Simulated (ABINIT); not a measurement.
## Te2Mo (P6_3/mmc): Bethe-Salpeter spectra with ABINIT

Aim: the absorption spectrum of Te2Mo (P6_3/mmc) with electron-hole interaction, and what each part of the kernel does.

Calculated with ABINIT 10.8.3; PBE and many-body steps on it, plane waves.

## (1) The structure

It takes space group P6_3/mmc (No. 194, hexagonal). The conventional cell has a = 3.518 Å, b = 3.518 Å, c = 13.974 Å, α = 90.00°, β = 90.00°, γ = 120.00°. Nearest to Te lie 3 Mo at 2.72 Å. Nearest to Mo lie 6 Te at 2.72 Å. Farther neighbours and most contacts between anions are not listed.

Structure file:

```cif
data_structure
_symmetry_space_group_name_H-M 'P 1'
_symmetry_Int_Tables_number 1
_cell_length_a 3.5182
_cell_length_b 3.5182
_cell_length_c 13.9736
_cell_angle_alpha 90.000
_cell_angle_beta 90.000
_cell_angle_gamma 120.000
_cell_volume 149.79
loop_
_atom_site_label
_atom_site_type_symbol
_atom_site_fract_x
_atom_site_fract_y
_atom_site_fract_z
_atom_site_occupancy
Te1 Te 0.33333 0.66667 0.62100 1
Te2 Te 0.66667 0.33333 0.12100 1
Te3 Te 0.33333 0.66667 0.87900 1
Te4 Te 0.66667 0.33333 0.37900 1
Mo5 Mo 0.33333 0.66667 0.25000 1
Mo6 Mo 0.66667 0.33333 0.75000 1
```

The cell and positions come from the Crystallography Open Database and are kept as given unless a step says otherwise. Spin-orbit coupling is left out unless a step names it.

## (2) Empty states on the mesh, 3×3×1 mesh, 264 bands

This step: ABINIT 10.8.3; DFT, PBE, plane waves, norm-conserving pseudopotentials.

The sums over transitions need many empty states on a uniform mesh; this step solves for them.

Input file run.abi:

```
acell 3*1.0 Angstrom
rprim 
  3.518200000003 -0.000000000001 0.000000000000
  -1.759100000001 3.046850575598 0.000000000000
  0.000000000000 0.000000000000 13.973600000000
ntypat 2
znucl 52 42
natom 6
typat 1 1 1 1 2 2
xred 
  0.333333333333 0.666666666667 0.621000000000
  0.666666666667 0.333333333333 0.121000000000
  0.333333333333 0.666666666667 0.879000000000
  0.666666666667 0.333333333333 0.379000000000
  0.333333333333 0.666666666667 0.250000000000
  0.666666666667 0.333333333333 0.750000000000
pp_dirpath "pseudos"
pseudos "Te.upf, Mo.upf"
ecut 39
ngkpt 3 3 1
nshiftk 1
shiftk 0 0 0
kptopt 1
chksymbreak 0
iscf -2
irdden 1
istwfk *1
nband 264
nbdbuf 24
tolwfr 1e-09
nstep 60
prtvol 0
indata_prefix "in"
outdata_prefix "out"
tmpdata_prefix "tmp"
```

Command:

```console
OMP_NUM_THREADS=1 mpirun -n 3 abinit run.abi > log
```

Numbers of over 12 decimals in the logs are rounded to 6 here.

Log:

```text
.Version 10.8.3 of ABINIT. v10.8.2 released Aug 2026.

 Symmetries : space group P6_3/m m c (#194); Bravais hP (primitive hexag.)
[... echo of the input left out ...]
== DATASET  1 ==================================================================
-   mpi_nproc: 3, omp_nthreads: 1 (-1 if OMP is not activated)

--- !DatasetInfo
iteration_state: {dtset: 1, }
dimensions: {natom: 6, nkpt: 3, mband: 264, nsppol: 1, nspinor: 1, nspden: 1, mpw: 11799, }
cutoff_energies: {ecut:  39.0, pawecutdg:  -1.0, }
[...]
2.38635    2.40784    2.41112    2.41112    2.41469    2.41495    2.41495    2.41563
   2.41572    2.42406    2.42828    2.43583    2.44299    2.44517    2.44871    2.45537
 prteigrs : prtvol=0 or 1, do not print more k-points.

== END DATASET(S) ==============================================================
================================================================================

 -outvars: echo values of variables after computation  --------
            nband         264
             nkpt           3
          spgroup         194
 [... the other variables as echoed above ...]

 Calculation completed.
```

Elapsed: 3.5 min, on 3 MPI ranks of Arm Neoverse V1, shared host; peak memory 0.45 GiB; 11 min of CPU time.

This step gave:

```yaml
gap: 0.9742 eV
k_of_the_valence_top: 0, 0, 0
k_of_the_conduction_bottom: 0.3333, 0.3333, 0
least_direct_gap: 1.039 eV
k_points_computed: 3
lowest_point_of_the_top_converged_band_above_the_valence_top: 52.9414 eV
```

On this mesh the gap is 0.974 eV.

The density comes from a self-consistent run that is not shown.

## (3) Screening, 3×3×1 mesh, 240 bands, screening to 130.6 eV

The RPA dielectric matrix is built and inverted for each q.

This step: RPA screening on PBE, plane waves, norm-conserving pseudopotentials.

run.abi, as its differences from that of step 2:

```diff
@@ -24,10 +24,11 @@
 chksymbreak 0
-iscf -2
-irdden 1
 istwfk *1
-nband 264
-nbdbuf 24
-tolwfr 1e-09
-nstep 60
-prtvol 0
+occopt 1
+irdwfk 1
+optdriver 3
+nband 240
+ecuteps 4.8
+inclvkb 2
+awtr 1
+symchi 1
 indata_prefix "in"
```

Command:

```console
OMP_NUM_THREADS=1 mpirun -n 4 abinit run.abi > log
```

Log:

```text
.Version 10.8.3 of ABINIT. v10.8.2 released Aug 2026.

 Symmetries : space group P6_3/m m c (#194); Bravais hP (primitive hexag.)
[... echo of the input left out ...]
== DATASET  1 ==================================================================
-   mpi_nproc: 4, omp_nthreads: 1 (-1 if OMP is not activated)

--- !DatasetInfo
iteration_state: {dtset: 1, }
dimensions: {natom: 6, nkpt: 3, mband: 240, nsppol: 1, nspinor: 1, nspden: 1, mpw: 11799, }
cutoff_energies: {ecut:  39.0, pawecutdg:  -1.0, }
[...]
--------------------------------------------------------------------------------
[... chi0 elements left out ...]
 For q-point:  0.000010 0.000020 0.000030
  dielectric constant =  20.3861
  dielectric constant without local fields =  23.1218

  Average fulfillment of the sum rule on Im[epsilon] for q-point    1 :     67.36  [%]
[... wings left out ...]
  q-point number  2        q = ( 0.333333, 0.000000, 0.000000) [r.l.u.]
--------------------------------------------------------------------------------
[... chi0 elements left out ...]
  Average fulfillment of the sum rule on Im[epsilon] for q-point    2 :     63.40  [%]

 [... 1 further q-points ...]
```

The job ended after 3.2 min (4 MPI ranks; peak memory 2.4 GiB).

Numbers from this step:

* ε∞ with local fields, on this mesh, along the program's q direction: 20.39
* the same without local fields: 23.12
* plasma frequency: 33.79 eV
* plane waves in the screening matrix: 525

Local fields lower ε∞ by 12 %. On a Γ-centred mesh this coarse the value itself is usually too large, while a short band sum pulls it down.

## (4) Self-energy, 3×3×1 mesh, 240 bands, screening to 130.6 eV

The self-energy is evaluated for the states that the input lists, and the levels follow from it, in one-shot runs by the linearised quasiparticle equation.

This step: G0W0 on PBE, plane waves, norm-conserving pseudopotentials.

run.abi, as its differences from that of step 3:

```diff
@@ -27,8 +27,17 @@
 irdwfk 1
-optdriver 3
+optdriver 4
 nband 240
+gwcalctyp 0
+ecutsigx 39
+symsigma 1
+nkptgw 2
+kptgw 
+  0.0000000000 0.0000000000 0.0000000000
+  0.3333333333 0.3333333333 0.0000000000
+bdgw 
+  61 64
+  61 64
 ecuteps 4.8
-inclvkb 2
-awtr 1
-symchi 1
+irdscr 1
+ppmodel 1
 indata_prefix "in"
```

Log:

```text
.Version 10.8.3 of ABINIT. v10.8.2 released Aug 2026.

 Symmetries : space group P6_3/m m c (#194); Bravais hP (primitive hexag.)
[... echo of the input left out ...]
== DATASET  1 ==================================================================
-   mpi_nproc: 4, omp_nthreads: 1 (-1 if OMP is not activated)

--- !DatasetInfo
iteration_state: {dtset: 1, }
dimensions: {natom: 6, nkpt: 3, mband: 240, nsppol: 1, nspinor: 1, nspden: 1, mpw: 11799, }
cutoff_energies: {ecut:  39.0, pawecutdg:  -1.0, }
[...]
Band     E0 <VxcDFT>   SigX SigC(E0)      Z dSigC/dE  Sig(E)    E-E0       E
[...]
63  10.905 -17.027 -12.263  -3.854   0.771  -0.297 -16.326   0.701  11.606
       64  10.905 -17.027 -12.263  -3.854   0.771  -0.297 -16.326   0.701  11.606

== END DATASET(S) ==============================================================
================================================================================

 -outvars: echo values of variables after computation  --------
           etotal      0.0000000000E+00
            nband         240
             nkpt           3
          spgroup         194
 [... the other variables as echoed above ...]

 Calculation completed.
```

The job ended after 30 s (4 MPI ranks; peak memory 1.6 GiB; 2 min of CPU time).

This step gave:

```yaml
g0w0_gap_on_the_points_computed: 1.436 eV
starting_gap_on_the_mesh: 0.9742 eV
k_of_the_valence_top: 0, 0, 0
k_of_the_conduction_bottom: 0.3333, 0.3333, 0
least_direct_g0w0_gap_on_the_computed_points: 1.476 eV
```

The gap on the mesh goes from 0.97 eV to 1.44 eV, a correction of +0.46 eV.

The gap opens by 0.462 eV; the next steps shift the empty bands rigidly by 0.437 eV, the correction at the start's least direct gap.

## (5) Excitons

Optical absorption needs the electron-hole interaction, solved here in a basis of vertical transitions on the mesh.

This step: Bethe-Salpeter equation on PBE with a scissors shift, plane waves, norm-conserving pseudopotentials.

run.abi, as its differences from that of step 4:

```diff
@@ -27,17 +27,17 @@
 irdwfk 1
-optdriver 4
-nband 240
-gwcalctyp 0
-ecutsigx 39
-symsigma 1
-nkptgw 2
-kptgw 
-  0.0000000000 0.0000000000 0.0000000000
-  0.3333333333 0.3333333333 0.0000000000
-bdgw 
-  61 64
-  61 64
-ecuteps 4.8
+optdriver 99
+bs_calctype 1
+mbpt_sciss 0.437 eV
+bs_loband 52
+nband 68
+bs_exchange_term 1
+bs_coulomb_term 11
+bs_coupling 0
+bs_algorithm 1
+bs_freq_mesh 0 4 0.05 eV
+zcut 0.1 eV
+ecuteps 3
+ecutwfn 19.5
+inclvkb 2
 irdscr 1
-ppmodel 1
 indata_prefix "in"
```

Log:

```text
.Version 10.8.3 of ABINIT. v10.8.2 released Aug 2026.

 Symmetries : space group P6_3/m m c (#194); Bravais hP (primitive hexag.)
[... echo of the input left out ...]
== DATASET  1 ==================================================================
-   mpi_nproc: 4, omp_nthreads: 1 (-1 if OMP is not activated)

--- !DatasetInfo
iteration_state: {dtset: 1, }
dimensions: {natom: 6, nkpt: 3, mband: 68, nsppol: 1, nspinor: 1, nspden: 1, mpw: 4205, }
cutoff_energies: {ecut:  19.5, pawecutdg:  -1.0, }
electrons: {nelect:   1.24000000E+02, charge:   0.00000000E+00, occopt:   1.00000000E+00, tsmear:   1.00000000E-02, }

 Exciton: Calculation of dielectric properties by solving the Bethe-Salpeter equation
 in frequency domain and reciprocal space on a transitions basis set.
 Based on a program developed by L. Reining, V. Olevano, F. Sottile,
 S. Albrecht, and G. Onida. Incorporated in ABINIT by M. Giantomassi.

.Using double precision arithmetic ; gwpc =  8

[... cell and pseudopotentials left out ...]
--------------------------------------------------------------------------------

 ==== K-mesh for the wavefunctions ====
 Number of points in the irreducible wedge :     3
[... list of points left out ...]
 Together with 24 symmetry operations and time-reversal symmetry
 yields     9 points in the full Brillouin Zone.

 ==== Q-mesh for the screening function ====
 Number of points in the irreducible wedge :     3
[... list of points left out ...]
 Together with 24 symmetry operations and time-reversal symmetry
 yields     9 points in the full Brillouin Zone.

 vcoul_init : cutoff-mode = AUXILIARY_FUNCTION
 q-points for optical limit:   1
     1)      0.000010    0.000020    0.000030
 setmesh: FFT mesh size selected  =    20x   20x   80
          total number of points  =        32000

 ==== Fundamental parameters for the solution of the Bethe-Salpeter equation: ====
 Algorithm: Direct diagonalization.
 Dimension of the v, W matrices,  npweps  = 267
 Cutoff for the wavefunctions,    npwwfn  = 4205
 Number of k-points in the IBZ,   nkibz   = 3
 Highest empty band included,     nband   = 68
 === Spin UP ===
 Number of resonant transitions          594
 Lowest occupied state                   52
 Highest occupied state                  62
 Lowest unoccupied state                 63
 Highest unoccupied state                68
 Minimum frequency [eV]           Emin    =   0.00
 Maximum frequency [eV]           Emax    =   4.00
 Frequency step [eV]              dE      =   0.05
 Lorentzian broadening [eV]       eta     =   0.10
 RPA L0 with KS energies and KS wavefunctions
 Scissors operator energy [eV] =          0.44
 Local fields effects (v term) included
 Excitonic effects (W term) included
 Full W_GG' included
 W is read from an external SCR file
 Resonant-only calculation (Hermitian case)

 Calculating epsilon_Macro(q-->0,w), along the following directions:
 q = (  0.916369  0.000000  0.000000) [r.l.u.]
 q = (  0.000000  0.916369  0.000000) [r.l.u.]
 q = (  0.000000  0.000000  4.202690) [r.l.u.]
 q = (  1.058131 -0.529066  0.000000) [r.l.u.]
 q = ( -0.000000  0.916369  0.000000) [r.l.u.]
 q = (  0.000000  0.000000  4.202690) [r.l.u.]
 Number of electrons calculated from density =  123.3250; Expected =  124.0000
 average of density, n =  0.122004
 r_s =    1.2508
 omega_plasma =   33.6932 [eV]

. Writing resonant excitonic Hamiltonian on file out_BSR; file size=   0.00 [Gb].
 Direct diagonalization of the resonant excitonic Hamiltonian, Matrix size= 594
. Using LAPACK sequential version.
 Excitonic eigenvalues in eV up to n=   32
   1.27061   1.27187   1.27373   1.27498   1.47380   1.50066   1.61608   1.61634
   1.61665   1.61690   1.70366   1.78741   2.09050   2.09770   2.11122   2.11183
   2.12789   2.12855   2.22532   2.23537   2.24543   2.24610   2.25947   2.26020
   2.42048   2.42054   2.42330   2.42396   2.46073   2.46155   2.46313   2.46316

 First excitonic eigenvalue=    1.27 [eV]
 Last  excitonic eigenvalue=   16.36 [eV]

 GW  direct gap       1.48  0.00 [eV]
 EXC direct gap       1.27  0.00 [eV]
 EXC binding energy   0.21  0.00 [eV]

 Excitonic eigenvalues up to the GW energy gap [eV]
  1 (  1.27  0.00)
  2 (  1.27  0.00)
  3 (  1.27  0.00)
  4 (  1.27  0.00)
  5 (  1.47  0.00)

 Macroscopic dielectric function:
 omega [eV] <KS_RPA_nlf>  <GW_RPA_nlf>  <BSE>
   0.0000  17.8648   0.0000  14.5460   0.0000  15.8573   0.0000
   0.0500  17.8828   0.0743  14.5535   0.0303  15.8692   0.0486
   0.1000  17.9372   0.1503  14.5759   0.0609  15.9051   0.0980
   0.1500  18.0291   0.2296  14.6136   0.0922  15.9654   0.1489
   0.2000  18.1605   0.3142  14.6669   0.1244  16.0512   0.2022
   0.2500  18.3343   0.4063  14.7364   0.1580  16.1636   0.2589
   0.3000  18.5544   0.5089  14.8228   0.1934  16.3047   0.3200
   0.3500  18.8262   0.6253  14.9271   0.2311  16.4767   0.3869
   0.4000  19.1569   0.7606  15.0505   0.2716  16.6827   0.4613
   0.4500  19.5559   0.9212  15.1945   0.3156  16.9265   0.5453

 Writing KS-RPA macroscopic dielectric function without local fields to file: out_RPA_NLF_MDF
 Writing GW-RPA macroscopic dielectric function without local fields to file: out_GW_NLF_MDF
 Writing EXC Macroscopic dielectric function to file: out_EXC_MDF

== END DATASET(S) ==============================================================
================================================================================

 -outvars: echo values of variables after computation  --------
           etotal      0.0000000000E+00
            nband          68
             nkpt           3
          spgroup         194
 [... the other variables as echoed above ...]

 Calculation completed.
```

Run time: 29 s. Hardware: 4 MPI ranks; peak memory 0.67 GiB; 1.9 min of CPU time.

Numbers from this step:

```yaml
direct_gap_of_the_transition_levels: 1.476 eV
transitions_in_the_window: 594
first_strong_exciton_over_a_fiftieth_of_the_strongest_listed: 1.271 eV
lowest_state: 1.271 eV
binding_of_the_lowest_state_below_the_direct_gap: 0.2054 eV
coulomb_term_of_one_mesh_cell: 0.1816 eV
```

The binding is 1.1 times the screened Coulomb term of one mesh cell (0.18 eV), so it is not shown settled.

The lowest state lies at 1.271 eV, 0.205 eV under the direct gap.

Lines within 3 meV are set at the lowest of them, and the highest group, which the list may cut short, is left out. Lines of the exciton spectrum (strongest = 100):

```csv
position (eV),lines merged,"oscillator strength, relative"
1.271,4,100
1.474,1,0.0
1.501,1,13
1.616,4,7.8
1.704,1,0.0
1.787,1,0.0
2.091,1,0.0
2.098,1,0.0
```

The ε₂ has structure finer than the step of the table below, so its rows give means over 0.2 eV, whole bins alone (the curve runs from 0 to 3.95 eV). Peaks (eV: height): BSE 1.25: 37.1, 2.90: 28.2; no electron-hole interaction 1.50: 27.8, 1.70: 25.3, 2.90: 30.3; Kohn-Sham, no shift 1.05: 28.4, 1.25: 25.2, 2.45: 30.8.

Mean over the three Cartesian directions of q; broadening 0.1 eV; transition window only. Limits: finite bands, cutoff and mesh; no spin-orbit coupling; coarse k mesh; exciton not shown settled in the k mesh. Table of ε₂ by photon energy; means over each step:

```csv
photon energy (eV),BSE,no electron-hole interaction,"Kohn-Sham, no shift"
0.2,0.205,0.125,0.320
0.4,0.468,0.274,0.780
0.6,0.907,0.484,1.75
0.8,1.89,0.841,5.30
1.0,5.47,1.62,21.4
1.2,25.5,4.22,23.0
1.4,20.3,18.3,11.6
1.6,8.94,23.4,3.56
1.8,3.63,14.9,2.94
2.0,3.22,4.14,3.93
2.2,4.85,2.90,8.82
2.4,11.6,3.67,25.2
2.6,25.8,7.36,22.1
2.8,25.8,22.3,18.9
3.0,20.3,23.9,10.2
3.2,7.40,19.8,6.83
3.4,6.72,11.3,4.86
3.6,4.57,7.52,8.55
3.8,4.69,4.85,11.8
```

## (6) Model screening

run.abi, as its differences from that of step 5:

```diff
@@ -30,6 +30,6 @@
 mbpt_sciss 0.437 eV
-bs_loband 52
-nband 68
+bs_loband 61
+nband 64
 bs_exchange_term 1
-bs_coulomb_term 11
+bs_coulomb_term 21
 bs_coupling 0
@@ -41,3 +41,4 @@
 inclvkb 2
-irdscr 1
+mdf_epsinf 20.39
+irdden 1
 indata_prefix "in"
```

Log:

```text
.Version 10.8.3 of ABINIT. v10.8.2 released Aug 2026.

 Symmetries : space group P6_3/m m c (#194); Bravais hP (primitive hexag.)
[... echo of the input left out ...]
== DATASET  1 ==================================================================
-   mpi_nproc: 4, omp_nthreads: 1 (-1 if OMP is not activated)

--- !DatasetInfo
iteration_state: {dtset: 1, }
dimensions: {natom: 6, nkpt: 3, mband: 64, nsppol: 1, nspinor: 1, nspden: 1, mpw: 4205, }
cutoff_energies: {ecut:  19.5, pawecutdg:  -1.0, }
electrons: {nelect:   1.24000000E+02, charge:   0.00000000E+00, occopt:   1.00000000E+00, tsmear:   1.00000000E-02, }

 Exciton: Calculation of dielectric properties by solving the Bethe-Salpeter equation
 in frequency domain and reciprocal space on a transitions basis set.
 Based on a program developed by L. Reining, V. Olevano, F. Sottile,
 S. Albrecht, and G. Onida. Incorporated in ABINIT by M. Giantomassi.

.Using double precision arithmetic ; gwpc =  8

[... cell and pseudopotentials left out ...]
--------------------------------------------------------------------------------

 ==== K-mesh for the wavefunctions ====
 Number of points in the irreducible wedge :     3
[... list of points left out ...]
 Together with 24 symmetry operations and time-reversal symmetry
 yields     9 points in the full Brillouin Zone.

 ==== Q-mesh for the screening function ====
 Number of points in the irreducible wedge :     3
[... list of points left out ...]
 Together with 24 symmetry operations and time-reversal symmetry
 yields     9 points in the full Brillouin Zone.

 vcoul_init : cutoff-mode = AUXILIARY_FUNCTION
 q-points for optical limit:   1
     1)      0.000010    0.000020    0.000030
 setmesh: FFT mesh size selected  =    20x   20x   80
[...]
Number of electrons calculated from density =  123.3250; Expected =  124.0000
 average of density, n =  0.122004
 r_s =    1.2508
 omega_plasma =   33.6932 [eV]

. Writing resonant excitonic Hamiltonian on file out_BSR; file size=   0.00 [Gb].
 Direct diagonalization of the resonant excitonic Hamiltonian, Matrix size= 36
. Using LAPACK sequential version.
 Excitonic eigenvalues in eV up to n=   32
   1.27640   1.27753   1.27850   1.27963   1.55086   1.55117   1.55135   1.55165
   2.11480   2.11718   2.11743   2.11814   2.13746   2.13771   2.27229   2.27253
   2.27427   2.27488   2.28736   2.28758   2.48131   2.48184   2.52382   2.52492
   2.52539   2.63453   2.63500   2.67041   2.67285   2.67328   3.16928   3.16928

 First excitonic eigenvalue=    1.28 [eV]
 Last  excitonic eigenvalue=    4.37 [eV]

 GW  direct gap       1.48  0.00 [eV]
 EXC direct gap       1.28  0.00 [eV]
 EXC binding energy   0.20  0.00 [eV]

 Excitonic eigenvalues up to the GW energy gap [eV]
  1 (  1.28  0.00)
  2 (  1.28  0.00)
  3 (  1.28  0.00)
  4 (  1.28  0.00)

 Macroscopic dielectric function:
 omega [eV] <KS_RPA_nlf>  <GW_RPA_nlf>  <BSE>
   0.0000   8.9853   0.0000   6.8642   0.0000   7.8620   0.0000
   0.0500   8.9997   0.0596   6.8697   0.0223   7.8710   0.0366
   0.1000   9.0432   0.1207   6.8861   0.0448   7.8979   0.0738
[...]
0.4000  10.0315   0.6274   7.2377   0.2035   8.4868   0.3532
   0.4500  10.3599   0.7658   7.3456   0.2378   8.6735   0.4195

 Writing KS-RPA macroscopic dielectric function without local fields to file: out_RPA_NLF_MDF
 Writing GW-RPA macroscopic dielectric function without local fields to file: out_GW_NLF_MDF
 Writing EXC Macroscopic dielectric function to file: out_EXC_MDF

== END DATASET(S) ==============================================================
================================================================================

 -outvars: echo values of variables after computation  --------
           etotal      0.0000000000E+00
            nband          64
             nkpt           3
          spgroup         194
 [... the other variables as echoed above ...]

 Calculation completed.
```

Elapsed: 7.8 s, on 4 MPI ranks; peak memory 0.67 GiB; 31 s of CPU time.

Numbers from this step:

```yaml
direct_gap_of_the_transition_levels: 1.476 eV
transitions_in_the_window: 36
first_strong_exciton_over_a_fiftieth_of_the_strongest_listed: 1.276 eV
lowest_state: 1.276 eV
binding_of_the_lowest_state_below_the_direct_gap: 0.1996 eV
coulomb_term_of_one_mesh_cell: 0.1816 eV
```

The binding is 1.1 times the screened Coulomb term of one mesh cell (0.18 eV), so it is not shown settled.

The lowest state lies at 1.276 eV, 0.200 eV under the direct gap.

(Part 1 of 3 ends here.)

[Paths, hosts, dates, memory and timing lines, banners, echoed tables and standing remarks are left out of the program output.]

[Logs are printed without paths, hosts, clocks, repeated set-up lines and the standing remarks that a program may print on its own settings, such as how far it seeks lower states.]

[Runs of the session that timed out or met a known fault of the program may be left out.]

[No measured gap is set beside runs whose start may be inverted or whose files or cutoffs have a known fault.]

[Hosts, paths, dates, database ids (printed as entryN), source tags and the programs' standing remarks are cut or masked in the printed files.]

[G0W0 gaps are taken among the corrected bands and points alone; a level outside them can change the order at an edge.]

[Where Ansatz stands beside ABINIT at settings called matched, ABINIT's density can come from a denser mesh and the files from another edition; pairs whose starting gaps differed by over 0.03 eV were left out, so agreement reads better than it is.]
